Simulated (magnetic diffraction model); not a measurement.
# Moment size from magnetic intensity in LaY3NiS7

Space group P6_3 (no. 173), a = 9.8090 Å, c = 6.9840 Å.

| site | atom | x | y | z |
| --- | --- | --- | --- | --- |
| 2b | La | 1/3 | 2/3 | 0.8195 |
| 6c | Y | 0.6303 | 0.8504 | 0.2763 |
| 2a | Ni | 0 | 0 | 0.4990 |
| 2b | S | 1/3 | 2/3 | 0.4279 |
| 6c | S | 0.4992 | 0.5674 | 0.0352 |
| 6c | S | 0.7757 | 0.9025 | 0.6646 |

The compound is invented for this exercise: a known structure type with other elements, its cell scaled to their sizes and not relaxed.

Only Ni is taken to order (form factors of Ni2+); orders and moment sizes are assumed, and not adapted to the symmetry. Radiation: neutrons of λ = 4.2 Å, 8° to 80°; isotropic B of 0.27 Å² (La), 0.34 Å² (Y), 0.43 Å² (Ni) and 0.44 Å² (S). The intensities are simulated: I ∝ L Σ (|F_N|² + |F_M⊥|²) for unpolarised neutrons, with F_M = 2.695 fm/μB × Σ f(s) S exp(2πi Q·r) exp(−B s²) at Q = H ± k (one set where k and −k are equivalent), only the part normal to Q counting and L = 1/(sin²θ cos θ). For collinear order S is the moment m, which repeats by lattice and centring translations R with the sign exp(−2πi k·R). Form factors are spin-only for 3d ions and dipole or tabulated for f ions, scattering lengths are Sears's of 1992, and absorption is left out. A label names one of the reflections at its angle. The strongest nuclear line in the range is 100, and lines under 0.2 are left out.

In a first state the assumed order is k = (0 0 1/2), collinear moments along [100], 1.52 μB on Ni; signs + at (0, 0, 0.4990), + at (0, 0, 0.9990), with this pattern:

```tsv
2θ (°)	index	nuclear	magnetic
17.29	(0 0 1/2)	0.0	4.2
28.62	(1 0 0)	31.6	0.0
33.64	(1 0 1/2)	0.0	4.2
45.82	(1 0 1)	3.9	0.0
50.70	(1 1 0)	30.3	0.0
53.62	(0 0 3/2)	0.0	0.4
53.98	(1 1 1/2)	0.0	1.4
61.91	(1 0 3/2)	0.0	1.7
62.23	(2 0 1/2)	0.0	1.1
63.10	(1 1 1)	11.8	0.0
70.71	(2 0 1)	100.0	0.0
73.94	(0 0 2)	6.3	0.0
76.91	(1 1 3/2)	0.0	1.0
```

**Question.** Nearer the ordering temperature the line at 17.29° has total intensity 0.4 on the same scale, and all moments have shrunk alike. How large is the Ni moment?

The nuclear part, 0.0, stays, so the magnetic part is 0.4 against 4.2. It goes as m², so m = 1.52 × √(0.4/4.2) = 0.47 μB; the value used was 0.46 μB.

[Logs are printed without paths, hosts, clocks, repeated set-up lines and the standing remarks that a program may print on its own settings, such as how far it seeks lower states.]
